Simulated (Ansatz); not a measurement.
# How LiY (hypothetical, Pm-3m) expands on warming, part 2 of 3

Aim: the lattice, expansion, heat capacity and bulk modulus of LiY (hypothetical) as it warms. The compound is hypothetical: it was made by swapping elements on a known structure type.

Ansatz 0.2.0; DFT PBEsol, scalar-relativistic, plane waves, PAW.

So far. Step 2 (A first coarse run): The start is under 5.4 GPa at this level and looks like a metal on this mesh. Step 5 (Tight relaxation): The residual pressure is 0.0075 GPa, small enough for phonons.

## (7) The quasi-harmonic study, pressure 0 GPa, q-mesh 2×2×2

The study relaxes the crystal at several strains, solves the phonons on some of them and minimises the free energy at each temperature (static energy, vibrations, the electrons in a metal, and PV under a set pressure); the q-mesh sets how far the force constants reach.

input.yaml

```yaml
crystal:
  lattice:
    - [3.6816033976, 0.0, 0.0]
    - [0.0, 3.6816033976, 0.0]
    - [0.0, 0.0, 3.6816033976]
  atoms:
    - { symbol: "Y", position: [0.5, 0.5, 0.5] }
    - { symbol: Li, position: [0.0, 0.0, 0.0] }
kpoints:
  mp_grid: { grid: [12, 12, 12] }
hamiltonian:
  xc: pbesol
scf:
  occupations: { method: methfessel_paxton, width: 0.2 }
output:
  eigenvalues: true
phonons:
  method: dfpt
  qmesh: [2, 2, 2]
  temperatures: { t_max: 650.0, t_step: 50 }
  thermal_expansion: {}
```

On the command line:

```sh
$ ansatz run input.yaml --threads 4 --pin off --max-ram 8192MiB --backend cpu --events-out ev --progress --plain --runs-dir out
```

Numbers of over 12 decimals in the logs are rounded to 6 here.

Log:

```text
[...]
Crystal: 2 atoms, lattice volume = 49.901 Å³
Basis set: ecut = 487.2 eV, 1213 PW (Γ), exchange–correlation on 54×54×54 points (8 copies of the dense FFT grid, shifted against one another)
Bands: 11, of which v1, the nominal top of the filled ones, is band 7 counted from 1 (6 counted from 0)
Symmetry: 48 space group operations
[...]
k-points: 84 of 1728
[...]
SCF iter   1: F=—  HF=-3997.767511 eV  |F-HF|=—  |Δ(HF+E_count)|=         —  Δρ=2.26e-3  dr2=1.75e-3  ethr=1.77e-3  ⟨swp⟩=4.4  Hψ=4723  notcnv=0
[...]
SCF iter   7: F=-3997.766636 eV  HF=-3997.766636 eV  |F-HF|=1.18e-11  |Δ(HF+E_count)|=   1.16e-9  S|Δr|=    0.00e0  Δρ=1.94e-7  dr2=1.57e-11  ethr=1.00e-12  ⟨swp⟩=4.2  Hψ=4471  notcnv=0
SCF 1 converged in 7 iterations: F = -3997.766636 eV  dr2 = 1.57e-11
[...]
relax step   1: F+E_penalty+E_count = -3997.76663572 eV  Δ(F+E_penalty+E_count) = +0.000e0 eV  max|allowed force component| = 7.892e-29 eV/Å  Δτ_max = 0.0000 Å  (7 SCF iters, accepted)
SCF converged after 7 iterations
[...]
Free energy (F): -3997.766636 eV
[...]
Internal energy: -3997.766299 eV  (E = F + TS)
E sigma→0 (E₀):  -3997.766552 eV
Entropy (-TS):   -0.000336 eV (-0.168 meV/atom)
Fermi energy:    6.546393 eV
[...]
--- Stress (GPa, compression-positive) ---
        0.006987       0.000000       0.000000
        0.000000       0.006987       0.000000
        0.000000       0.000000       0.006987
  P = ⅓ Tr σ = 0.0070 GPa (0.070 kbar)
--- Band table (eV; the first three rows and the last of 84) ---
  k-point 0: bands = [... 3 lower, -16.2386, -16.2386, 2.2475, 6.4484, 6.4484, 10.4077, 10.4077, 10.4077]
  k-point 1: bands = [... 3 lower, -16.2372, -16.2372, 2.3341, 6.4697, 6.4832, 10.1085, 10.1085, 10.4209]
  k-point 2: bands = [... 3 lower, -16.2334, -16.2334, 2.5820, 6.5009, 6.5820, 9.5729, 9.5729, 10.4572]
  k-point 83: bands = [... 3 lower, -16.4171, -16.4171, 5.6435, 5.6435, 5.6435, 11.1128, 11.1128, 11.1128]
── thermal expansion: 3 new cells, 3 in all ──
thermal expansion: relaxation of cell 2
thermal expansion: relaxation of cell 3
── thermal expansion: 2 new cells, 5 in all ──
thermal expansion: relaxation of cell 4
thermal expansion: lower-state search of cell 4
thermal expansion: electrons of cell 4
thermal expansion: phonons of cell 4
thermal expansion: relaxation of cell 5
thermal expansion: electrons of cell 1
thermal expansion: electrons of cell 2
thermal expansion: electrons of cell 3
thermal expansion: electrons of cell 5
thermal expansion: phonons of cell 5
── thermal expansion: 5 new cells, 10 in all ──
thermal expansion: relaxation of cell 6
thermal expansion: relaxation of cell 7
thermal expansion: relaxation of cell 8
thermal expansion: relaxation of cell 9
thermal expansion: relaxation of cell 10
thermal expansion: electrons of cell 6
thermal expansion: electrons of cell 7
thermal expansion: electrons of cell 8
thermal expansion: electrons of cell 9
thermal expansion: electrons of cell 10
thermal expansion: phonons of cell 6
thermal expansion: phonons of cell 7
--- Relaxed structure (1 steps of the walk, 1 accepted, 0 SCFs on fresh bases) ---
  F+E_penalty+E_count = -3997.76663572 eV   max|allowed force component| = 7.892e-29 eV/Å
  atoms:
    - { symbol: Y, position: [0.500000, 0.500000, 0.500000] }
    - { symbol: Li, position: [0.0, 0.0, 0.0] }
--- Thermal expansion: 10 cells in 3 rounds, 0 GPa ---
  no lower state was reached at cell 4; its state was not examined: fill_not_monotonic
  without vibrations: a 3.68209, b 3.68209, c 3.68209 Å, V 49.9211 Å³, B 32.40 GPa
  at 0 K: a 3.69023, b 3.69023, c 3.69023 Å, V 50.2530 Å³, B 31.70 GPa
  zero-point expansion: a +0.221, b +0.221, c +0.221, V +0.665 %
      T/K        a/Å        b/Å        c/Å       V/Å³ | expansion of a, b, c, V (1e-6/K)   | that of V in the mean from 25 °C | C_P, C_V (J/mol K of the cell) | B_T, B_S (GPa)
     0.00    3.69023    3.69023    3.69023    50.2530 |    0.00    0.00    0.00    0.00 |   30.24 |     0.000     0.000 |    31.70    31.70
   100.00    3.69185    3.69185    3.69185    50.3191 |    8.85    8.85    8.85   26.56 |   38.92 |    29.549    29.482 |    31.40    31.47
   200.00    3.69612    3.69612    3.69612    50.4937 |   13.49   13.49   13.49   40.47 |   43.49 |    43.130    42.824 |    30.75    30.97
   298.15    3.70139    3.70139    3.70139    50.7101 |   15.35   15.35   15.35   46.04 |       - |    48.132    47.552 |    30.05    30.41
   350.00    3.70440    3.70440    3.70440    50.8339 |   15.97   15.97   15.97   47.90 |   47.06 |    49.610    48.880 |    29.66    30.11
   450.00    3.71050    3.71050    3.71050    51.0855 |   16.92   16.92   16.92   50.77 |   48.75 |    51.573    50.541 |    28.92    29.51
   550.00    3.71695    3.71695    3.71695    51.3522 |   17.79   17.79   17.79   53.37 |   50.28 |    53.028    51.664 |    28.15    28.90
   650.00    3.72373    3.72373    3.72373    51.6338 |   18.67   18.67   18.67   56.00 |   51.77 |    54.306    52.571 |    27.38    28.28
  the static fit leaves 0.000 meV an atom of the energies and, of the stresses, 0.000 GPa of each cell's largest along a strain (root mean squares over the cells), whose Pulay part it has at -0.003 GPa
  vibrations' free energy: its fit passes through its cells
  the electrons' free energy at temperature is in it; its fit leaves 0.0005 meV an atom at the most
  free energies summed between the sampled wave vectors
  estimated error of the fitted expansion in any direction: up to 0.057e-6/K, at 650 K, with few degrees of freedom (an estimate, not a bound: it was exceeded on models of known expansion)
  by sums over the sampled wave vectors an expansion of the volume parts by up to 5.20e-6/K
  by a static energy of one degree less an expansion of the volume parts by up to 0.00e-6/K
  the FFT grids of the static calculations differ: 27 × 27 × 27, 30 × 30 × 30
```

It took 4.1 min on 4 threads of Arm Neoverse V2, shared host; peak memory 0.88 GiB; 15 min of CPU time.

Numbers from this step:

| Quantity | Value |
| --- | --- |
| pressure | 0.006987 GPa |
| volume expansion coefficient at 298 K | 46.04 1e-6/K |
| C_P at 298 K | 24.07 J/mol-atom/K |
| entropy at 298 K | 34.96 J/mol-atom/K |
| isothermal bulk modulus at 298 K | 30.05 GPa |
| Grüneisen parameter at 298 K | 0.8884 |
| volume at 298 K | 25.36 Å³/atom |
| principal linear expansion coefficients at 298 K | 15.35, 15.35, 15.35 1e-6/K |

Strained cells of the study; zero-point energy where phonons were solved; the pressures are stresses at a fixed cutoff and can carry an offset from the finite basis. Expansion cells, by row:

| cell | \|a\| (Å) | \|b\| (Å) | \|c\| (Å) | V (Å³/atom) | E - E_lowest (meV/atom) | pressure, compression positive (GPa) | gap (eV) | zero-point energy (meV/atom) |
| --- | --- | --- | --- | --- | --- | --- | --- | --- |
| 1 | 3.682 | 3.682 | 3.682 | 24.95 | 0 | 0.004 | - | - |
| 2 | 3.711 | 3.711 | 3.711 | 25.55 | 1.403 | -0.742 | - | - |
| 3 | 3.652 | 3.652 | 3.652 | 24.36 | 1.487 | 0.812 | - | - |
| 4 | 3.682 | 3.682 | 3.682 | 24.96 | 0 | -0.008 | - | 35.52 |
| 5 | 3.7 | 3.7 | 3.7 | 25.34 | 0.572 | -0.481 | - | 35.02 |
| 6 | 3.718 | 3.718 | 3.718 | 25.71 | 2.191 | -0.918 | - | 34.53 |
| 7 | 3.737 | 3.737 | 3.737 | 26.09 | 4.881 | -1.339 | - | 34.03 |
| 8 | 3.645 | 3.645 | 3.645 | 24.22 | 2.275 | 1.013 | - | - |
| 9 | 3.664 | 3.664 | 3.664 | 24.59 | 0.56 | 0.49 | - | - |
| 10 | 3.764 | 3.764 | 3.764 | 26.67 | 10.85 | -1.93 | - | - |

Quasi-harmonic; a, b, c are the run's own cell vectors. Expansion, by row:

| T (K) | a (Å) | b (Å) | c (Å) | alpha (deg) | beta (deg) | gamma (deg) | cell volume (Å³/cell) | alpha_a (1e-6/K) | alpha_b (1e-6/K) | alpha_c (1e-6/K) | alpha_V (1e-6/K) | C_P (J/mol-atom/K) | C_V (J/mol-atom/K) | S (J/mol-atom/K) | B_T (GPa) | B_S (GPa) | Grueneisen | extrapolation | fit error (1e-6/K) |
| --- | --- | --- | --- | --- | --- | --- | --- | --- | --- | --- | --- | --- | --- | --- | --- | --- | --- | --- | --- |
| 0 | 3.69 | 3.69 | 3.69 | 90 | 90 | 90 | 50.25 | 0 | 0 | 0 | 0 | 0 | 0 | 0 | 31.7 | 31.7 | - | 0 | 0 |
| 50 | 3.691 | 3.691 | 3.691 | 90 | 90 | 90 | 50.27 | 4.78 | 4.78 | 4.78 | 14.34 | 8.504 | 8.499 | 5.152 | 31.63 | 31.65 | 0.808 | 0 | 0 |
| 100 | 3.692 | 3.692 | 3.692 | 90 | 90 | 90 | 50.32 | 8.85 | 8.85 | 8.85 | 26.56 | 14.78 | 14.74 | 13.09 | 31.4 | 31.47 | 0.857 | 0 | 0.01 |
| 150 | 3.694 | 3.694 | 3.694 | 90 | 90 | 90 | 50.4 | 11.73 | 11.73 | 11.73 | 35.2 | 19.04 | 18.95 | 19.96 | 31.09 | 31.23 | 0.876 | 0 | 0.01 |
| 200 | 3.696 | 3.696 | 3.696 | 90 | 90 | 90 | 50.49 | 13.49 | 13.49 | 13.49 | 40.47 | 21.57 | 21.41 | 25.81 | 30.75 | 30.97 | 0.884 | 0 | 0.01 |
| 250 | 3.699 | 3.699 | 3.699 | 90 | 90 | 90 | 50.6 | 14.6 | 14.6 | 14.6 | 43.8 | 23.1 | 22.87 | 30.8 | 30.4 | 30.69 | 0.887 | 0 | 0.02 |
| 298.1 | 3.701 | 3.701 | 3.701 | 90 | 90 | 90 | 50.71 | 15.35 | 15.35 | 15.35 | 46.04 | 24.07 | 23.78 | 34.96 | 30.05 | 30.41 | 0.888 | 0 | 0.02 |
| 300 | 3.701 | 3.701 | 3.701 | 90 | 90 | 90 | 50.71 | 15.37 | 15.37 | 15.37 | 46.11 | 24.1 | 23.8 | 35.11 | 30.03 | 30.4 | 0.888 | 0 | 0.02 |
| 350 | 3.704 | 3.704 | 3.704 | 90 | 90 | 90 | 50.83 | 15.97 | 15.97 | 15.97 | 47.9 | 24.8 | 24.44 | 38.88 | 29.66 | 30.11 | 0.89 | 0 | 0.02 |
| 400 | 3.707 | 3.707 | 3.707 | 90 | 90 | 90 | 50.96 | 16.47 | 16.47 | 16.47 | 49.41 | 25.34 | 24.91 | 42.23 | 29.29 | 29.81 | 0.892 | 0 | 0.02 |
| 450 | 3.711 | 3.711 | 3.711 | 90 | 90 | 90 | 51.09 | 16.92 | 16.92 | 16.92 | 50.77 | 25.79 | 25.27 | 45.24 | 28.92 | 29.51 | 0.894 | 0 | 0.01 |
| 500 | 3.714 | 3.714 | 3.714 | 90 | 90 | 90 | 51.22 | 17.36 | 17.36 | 17.36 | 52.08 | 26.17 | 25.57 | 47.97 | 28.54 | 29.2 | 0.896 | 0 | 0.01 |
| 550 | 3.717 | 3.717 | 3.717 | 90 | 90 | 90 | 51.35 | 17.79 | 17.79 | 17.79 | 53.37 | 26.51 | 25.83 | 50.48 | 28.15 | 28.9 | 0.899 | 0 | 0.02 |
| 600 | 3.72 | 3.72 | 3.72 | 90 | 90 | 90 | 51.49 | 18.22 | 18.22 | 18.22 | 54.67 | 26.84 | 26.07 | 52.8 | 27.77 | 28.59 | 0.903 | 0 | 0.04 |
| 650 | 3.724 | 3.724 | 3.724 | 90 | 90 | 90 | 51.63 | 18.67 | 18.67 | 18.67 | 56 | 27.15 | 26.29 | 54.97 | 27.38 | 28.28 | 0.907 | 0 | 0.06 |

The expansion coefficient by temperature; values in 1e-6/K:

| temperature (K) | volume | principal 1 |
| --- | --- | --- |
| 0 | 0 | 0 |
| 50 | 14.3 | 4.78 |
| 100 | 26.6 | 8.85 |
| 150 | 35.2 | 11.7 |
| 200 | 40.5 | 13.5 |
| 250 | 43.8 | 14.6 |
| 298 | 46.0 | 15.3 |
| 300 | 46.1 | 15.4 |
| 350 | 47.9 | 16.0 |
| 400 | 49.4 | 16.5 |
| 450 | 50.8 | 16.9 |
| 500 | 52.1 | 17.4 |
| 550 | 53.4 | 17.8 |
| 600 | 54.7 | 18.2 |
| 650 | 56 | 18.7 |

At 298 K the volume expansion is 46.0 × 10⁻⁶/K and B_T is 30.0 GPa. The q-mesh is coarse, so this is a first estimate. The program raised the cutoff to 487.2 eV by itself: with no cutoff typed, the study takes about 1.16 times the default for its relaxations and scales it with the volume for the phonons.

## (8) The quasi-harmonic study, q-mesh 4×4×4

The study relaxes the crystal at several strains, solves the phonons on some of them and minimises the free energy at each temperature (static energy, vibrations, the electrons in a metal, and PV under a set pressure); the q-mesh sets how far the force constants reach.

input.yaml: that of step 7 with these lines changed.

```diff
@@ -18,3 +18,3 @@
   method: dfpt
-  qmesh: [2, 2, 2]
+  qmesh: [4, 4, 4]
   temperatures: { t_max: 650.0, t_step: 50 }
```

Log:

```text
[...]
Crystal: 2 atoms, lattice volume = 49.901 Å³
Basis set: ecut = 487.2 eV, 1213 PW (Γ), exchange–correlation on 54×54×54 points (8 copies of the dense FFT grid, shifted against one another)
Bands: 11, of which v1, the nominal top of the filled ones, is band 7 counted from 1 (6 counted from 0)
Symmetry: 48 space group operations
[...]
k-points: 84 of 1728
[...]
SCF iter   1: F=—  HF=-3997.767511 eV  |F-HF|=—  |Δ(HF+E_count)|=         —  Δρ=2.26e-3  dr2=1.75e-3  ethr=1.77e-3  ⟨swp⟩=4.4  Hψ=4723  notcnv=0
[...]
SCF iter   7: F=-3997.766636 eV  HF=-3997.766636 eV  |F-HF|=1.18e-11  |Δ(HF+E_count)|=   1.16e-9  S|Δr|=    0.00e0  Δρ=1.94e-7  dr2=1.57e-11  ethr=1.00e-12  ⟨swp⟩=4.2  Hψ=4471  notcnv=0
SCF 1 converged in 7 iterations: F = -3997.766636 eV  dr2 = 1.57e-11
[...]
relax step   1: F+E_penalty+E_count = -3997.76663572 eV  Δ(F+E_penalty+E_count) = +0.000e0 eV  max|allowed force component| = 7.892e-29 eV/Å  Δτ_max = 0.0000 Å  (7 SCF iters, accepted)
SCF converged after 7 iterations
[...]
Free energy (F): -3997.766636 eV
[...]
Internal energy: -3997.766299 eV  (E = F + TS)
E sigma→0 (E₀):  -3997.766552 eV
Entropy (-TS):   -0.000336 eV (-0.168 meV/atom)
Fermi energy:    6.546393 eV
[...]
--- Stress (GPa, compression-positive) ---
        0.006987       0.000000       0.000000
        0.000000       0.006987       0.000000
        0.000000       0.000000       0.006987
  P = ⅓ Tr σ = 0.0070 GPa (0.070 kbar)
--- Band table (eV; the first three rows and the last of 84) ---
  k-point 0: bands = [... 3 lower, -16.2386, -16.2386, 2.2475, 6.4484, 6.4484, 10.4077, 10.4077, 10.4077]
  k-point 1: bands = [... 3 lower, -16.2372, -16.2372, 2.3341, 6.4697, 6.4832, 10.1085, 10.1085, 10.4209]
  k-point 2: bands = [... 3 lower, -16.2334, -16.2334, 2.5820, 6.5009, 6.5820, 9.5729, 9.5729, 10.4572]
  k-point 83: bands = [... 3 lower, -16.4171, -16.4171, 5.6435, 5.6435, 5.6435, 11.1128, 11.1128, 11.1128]
── thermal expansion: 3 new cells, 3 in all ──
thermal expansion: relaxation of cell 2
thermal expansion: relaxation of cell 3
── thermal expansion: 2 new cells, 5 in all ──
thermal expansion: relaxation of cell 4
thermal expansion: lower-state search of cell 4
thermal expansion: electrons of cell 4
thermal expansion: phonons of cell 4
thermal expansion: relaxation of cell 5
thermal expansion: electrons of cell 1
thermal expansion: electrons of cell 2
thermal expansion: electrons of cell 3
thermal expansion: electrons of cell 5
thermal expansion: phonons of cell 5
── thermal expansion: 5 new cells, 10 in all ──
thermal expansion: relaxation of cell 6
thermal expansion: relaxation of cell 7
thermal expansion: relaxation of cell 8
thermal expansion: relaxation of cell 9
thermal expansion: relaxation of cell 10
thermal expansion: electrons of cell 6
thermal expansion: electrons of cell 7
thermal expansion: electrons of cell 8
thermal expansion: electrons of cell 9
thermal expansion: electrons of cell 10
thermal expansion: phonons of cell 6
thermal expansion: phonons of cell 7
--- Relaxed structure (1 steps of the walk, 1 accepted, 0 SCFs on fresh bases) ---
  F+E_penalty+E_count = -3997.76663572 eV   max|allowed force component| = 7.892e-29 eV/Å
  atoms:
    - { symbol: Y, position: [0.500000, 0.500000, 0.500000] }
    - { symbol: Li, position: [0.0, 0.0, 0.0] }
--- Thermal expansion: 10 cells in 3 rounds, 0 GPa ---
  no lower state was reached at cell 4; its state was not examined: fill_not_monotonic
  without vibrations: a 3.68209, b 3.68209, c 3.68209 Å, V 49.9211 Å³, B 32.40 GPa
  at 0 K: a 3.69007, b 3.69007, c 3.69007 Å, V 50.2462 Å³, B 31.72 GPa
  zero-point expansion: a +0.217, b +0.217, c +0.217, V +0.651 %
[...]
0.00    3.69007    3.69007    3.69007    50.2462 |    0.00    0.00    0.00    0.00 |   27.95 |     0.000     0.000 |    31.72    31.72
   100.00    3.69152    3.69152    3.69152    50.3054 |    8.05    8.05    8.05   24.16 |   36.16 |    29.445    29.390 |    31.45    31.51
   200.00    3.69546    3.69546    3.69546    50.4666 |   12.56   12.56   12.56   37.67 |   40.59 |    43.006    42.740 |    30.85    31.04
   298.15    3.70038    3.70038    3.70038    50.6684 |   14.34   14.34   14.34   43.01 |       - |    48.010    47.502 |    30.19    30.51
   350.00    3.70319    3.70319    3.70319    50.7840 |   14.92   14.92   14.92   44.75 |   43.97 |    49.481    48.842 |    29.84    30.23
   450.00    3.70888    3.70888    3.70888    51.0187 |   15.79   15.79   15.79   47.38 |   45.52 |    51.420    50.515 |    29.14    29.66
   550.00    3.71489    3.71489    3.71489    51.2670 |   16.57   16.57   16.57   49.70 |   46.90 |    52.837    51.645 |    28.44    29.09
   650.00    3.72119    3.72119    3.72119    51.5283 |   17.34   17.34   17.34   52.02 |   48.23 |    54.067    52.554 |    27.72    28.52
[...]
vibrations' free energy: its fit passes through its cells
[...]
free energies summed between the sampled wave vectors
[...]
the FFT grids of the static calculations differ: 27 × 27 × 27, 30 × 30 × 30
```

The job ended after 20 min (4 threads; peak memory 1.7 GiB; 78 min of CPU time).

This step gave:

* volume expansion coefficient at 298 K: 43.01 1e-6/K
* C_P at 298 K: 24.00 J/mol-atom/K
* entropy at 298 K: 34.86 J/mol-atom/K
* isothermal bulk modulus at 298 K: 30.19 GPa
* Grüneisen parameter at 298 K: 0.8342
* volume at 298 K: 25.33 Å³/atom
* principal linear expansion coefficients at 298 K: 14.34, 14.34, 14.34 1e-6/K

Strained cells of the study; zero-point energy where phonons were solved; the pressures are stresses at a fixed cutoff and can carry an offset from the finite basis. Expansion cells, by row:

| cell | \|a\| (Å) | \|b\| (Å) | \|c\| (Å) | V (Å³/atom) | E - E_lowest (meV/atom) | pressure, compression positive (GPa) | gap (eV) | zero-point energy (meV/atom) |
| --- | --- | --- | --- | --- | --- | --- | --- | --- |
| 1 | 3.682 | 3.682 | 3.682 | 24.95 | 0 | 0.004 | - | - |
| 2 | 3.711 | 3.711 | 3.711 | 25.55 | 1.403 | -0.742 | - | - |
| 3 | 3.652 | 3.652 | 3.652 | 24.36 | 1.487 | 0.812 | - | - |
| 4 | 3.682 | 3.682 | 3.682 | 24.96 | 0 | -0.008 | - | 35.68 |
| 5 | 3.7 | 3.7 | 3.7 | 25.34 | 0.572 | -0.481 | - | 35.19 |
| 6 | 3.716 | 3.716 | 3.716 | 25.67 | 1.961 | -0.871 | - | 34.77 |
| 7 | 3.734 | 3.734 | 3.734 | 26.03 | 4.37 | -1.272 | - | 34.3 |
| 8 | 3.645 | 3.645 | 3.645 | 24.22 | 2.275 | 1.013 | - | - |
| 9 | 3.664 | 3.664 | 3.664 | 24.59 | 0.56 | 0.49 | - | - |
| 10 | 3.76 | 3.76 | 3.76 | 26.58 | 9.715 | -1.837 | - | - |

Quasi-harmonic; a, b, c are the run's own cell vectors. Expansion, by row:

| T (K) | a (Å) | b (Å) | c (Å) | alpha (deg) | beta (deg) | gamma (deg) | cell volume (Å³/cell) | alpha_a (1e-6/K) | alpha_b (1e-6/K) | alpha_c (1e-6/K) | alpha_V (1e-6/K) | C_P (J/mol-atom/K) | C_V (J/mol-atom/K) | S (J/mol-atom/K) | B_T (GPa) | B_S (GPa) | Grueneisen | extrapolation | fit error (1e-6/K) |
| --- | --- | --- | --- | --- | --- | --- | --- | --- | --- | --- | --- | --- | --- | --- | --- | --- | --- | --- | --- |
| 0 | 3.69 | 3.69 | 3.69 | 90 | 90 | 90 | 50.25 | 0 | 0 | 0 | 0 | 0 | 0 | 0 | 31.72 | 31.72 | - | 0 | 0 |
| 50 | 3.69 | 3.69 | 3.69 | 90 | 90 | 90 | 50.26 | 4.24 | 4.24 | 4.24 | 12.71 | 8.521 | 8.517 | 5.135 | 31.66 | 31.67 | 0.715 | 0 | 0 |
| 100 | 3.692 | 3.692 | 3.692 | 90 | 90 | 90 | 50.31 | 8.05 | 8.05 | 8.05 | 24.16 | 14.72 | 14.7 | 13.06 | 31.45 | 31.51 | 0.783 | 0 | 0.01 |
| 150 | 3.693 | 3.693 | 3.693 | 90 | 90 | 90 | 50.38 | 10.85 | 10.85 | 10.85 | 32.54 | 18.97 | 18.9 | 19.9 | 31.16 | 31.29 | 0.814 | 0 | 0.01 |
| 200 | 3.695 | 3.695 | 3.695 | 90 | 90 | 90 | 50.47 | 12.56 | 12.56 | 12.56 | 37.67 | 21.5 | 21.37 | 25.74 | 30.85 | 31.04 | 0.826 | 0 | 0.01 |
| 250 | 3.698 | 3.698 | 3.698 | 90 | 90 | 90 | 50.57 | 13.63 | 13.63 | 13.63 | 40.88 | 23.04 | 22.84 | 30.71 | 30.52 | 30.78 | 0.832 | 0 | 0.02 |
| 298.1 | 3.7 | 3.7 | 3.7 | 90 | 90 | 90 | 50.67 | 14.34 | 14.34 | 14.34 | 43.01 | 24 | 23.75 | 34.86 | 30.19 | 30.51 | 0.834 | 0 | 0.02 |
| 300 | 3.7 | 3.7 | 3.7 | 90 | 90 | 90 | 50.67 | 14.36 | 14.36 | 14.36 | 43.08 | 24.04 | 23.78 | 35.01 | 30.18 | 30.5 | 0.834 | 0 | 0.02 |
| 350 | 3.703 | 3.703 | 3.703 | 90 | 90 | 90 | 50.78 | 14.92 | 14.92 | 14.92 | 44.75 | 24.74 | 24.42 | 38.77 | 29.84 | 30.23 | 0.836 | 0 | 0.02 |
| 400 | 3.706 | 3.706 | 3.706 | 90 | 90 | 90 | 50.9 | 15.38 | 15.38 | 15.38 | 46.14 | 25.28 | 24.89 | 42.11 | 29.49 | 29.95 | 0.838 | 0 | 0.02 |
| 450 | 3.709 | 3.709 | 3.709 | 90 | 90 | 90 | 51.02 | 15.79 | 15.79 | 15.79 | 47.38 | 25.71 | 25.26 | 45.11 | 29.14 | 29.66 | 0.84 | 0 | 0.01 |
| 500 | 3.712 | 3.712 | 3.712 | 90 | 90 | 90 | 51.14 | 16.18 | 16.18 | 16.18 | 48.55 | 26.08 | 25.56 | 47.84 | 28.79 | 29.38 | 0.842 | 0 | 0.01 |
| 550 | 3.715 | 3.715 | 3.715 | 90 | 90 | 90 | 51.27 | 16.57 | 16.57 | 16.57 | 49.7 | 26.42 | 25.82 | 50.34 | 28.44 | 29.09 | 0.845 | 0 | 0.02 |
| 600 | 3.718 | 3.718 | 3.718 | 90 | 90 | 90 | 51.4 | 16.95 | 16.95 | 16.95 | 50.85 | 26.73 | 26.06 | 52.66 | 28.08 | 28.8 | 0.848 | 0 | 0.04 |
| 650 | 3.721 | 3.721 | 3.721 | 90 | 90 | 90 | 51.53 | 17.34 | 17.34 | 17.34 | 52.02 | 27.03 | 26.28 | 54.81 | 27.72 | 28.52 | 0.851 | 0 | 0.06 |

The expansion coefficient by temperature; values in 1e-6/K:

| temperature (K) | volume | principal 1 |
| --- | --- | --- |
| 0 | 0 | 0 |
| 50 | 12.7 | 4.24 |
| 100 | 24.2 | 8.05 |
| 150 | 32.5 | 10.8 |
| 200 | 37.7 | 12.6 |
| 250 | 40.9 | 13.6 |
| 298 | 43.0 | 14.3 |
| 300 | 43.1 | 14.4 |
| 350 | 44.8 | 14.9 |
| 400 | 46.1 | 15.4 |
| 450 | 47.4 | 15.8 |
| 500 | 48.5 | 16.2 |
| 550 | 49.7 | 16.6 |
| 600 | 50.9 | 16.9 |
| 650 | 52.0 | 17.3 |

Changing the q-mesh (2×2×2 → 4×4×4) takes the volume expansion at 298 K from 46.0 to 43.0 × 10⁻⁶/K and B_T from 30.0 to 30.2 GPa.

[end of part 2 of 3]

[Logs are printed without paths, hosts, clocks, repeated set-up lines and the standing remarks that a program may print on its own settings, such as how far it seeks lower states.]

[Hosts, paths, dates, database ids (printed as entryN), source tags and the programs' standing remarks are cut or masked in the printed files.]

[A step with changed settings may run another functional than the one named; its input shows which.]

[Pressures of single members of a volume series are the stress at the run's cutoff; with an incomplete basis they can lie off −dE/dV of the same runs, and they are not shown converged.]
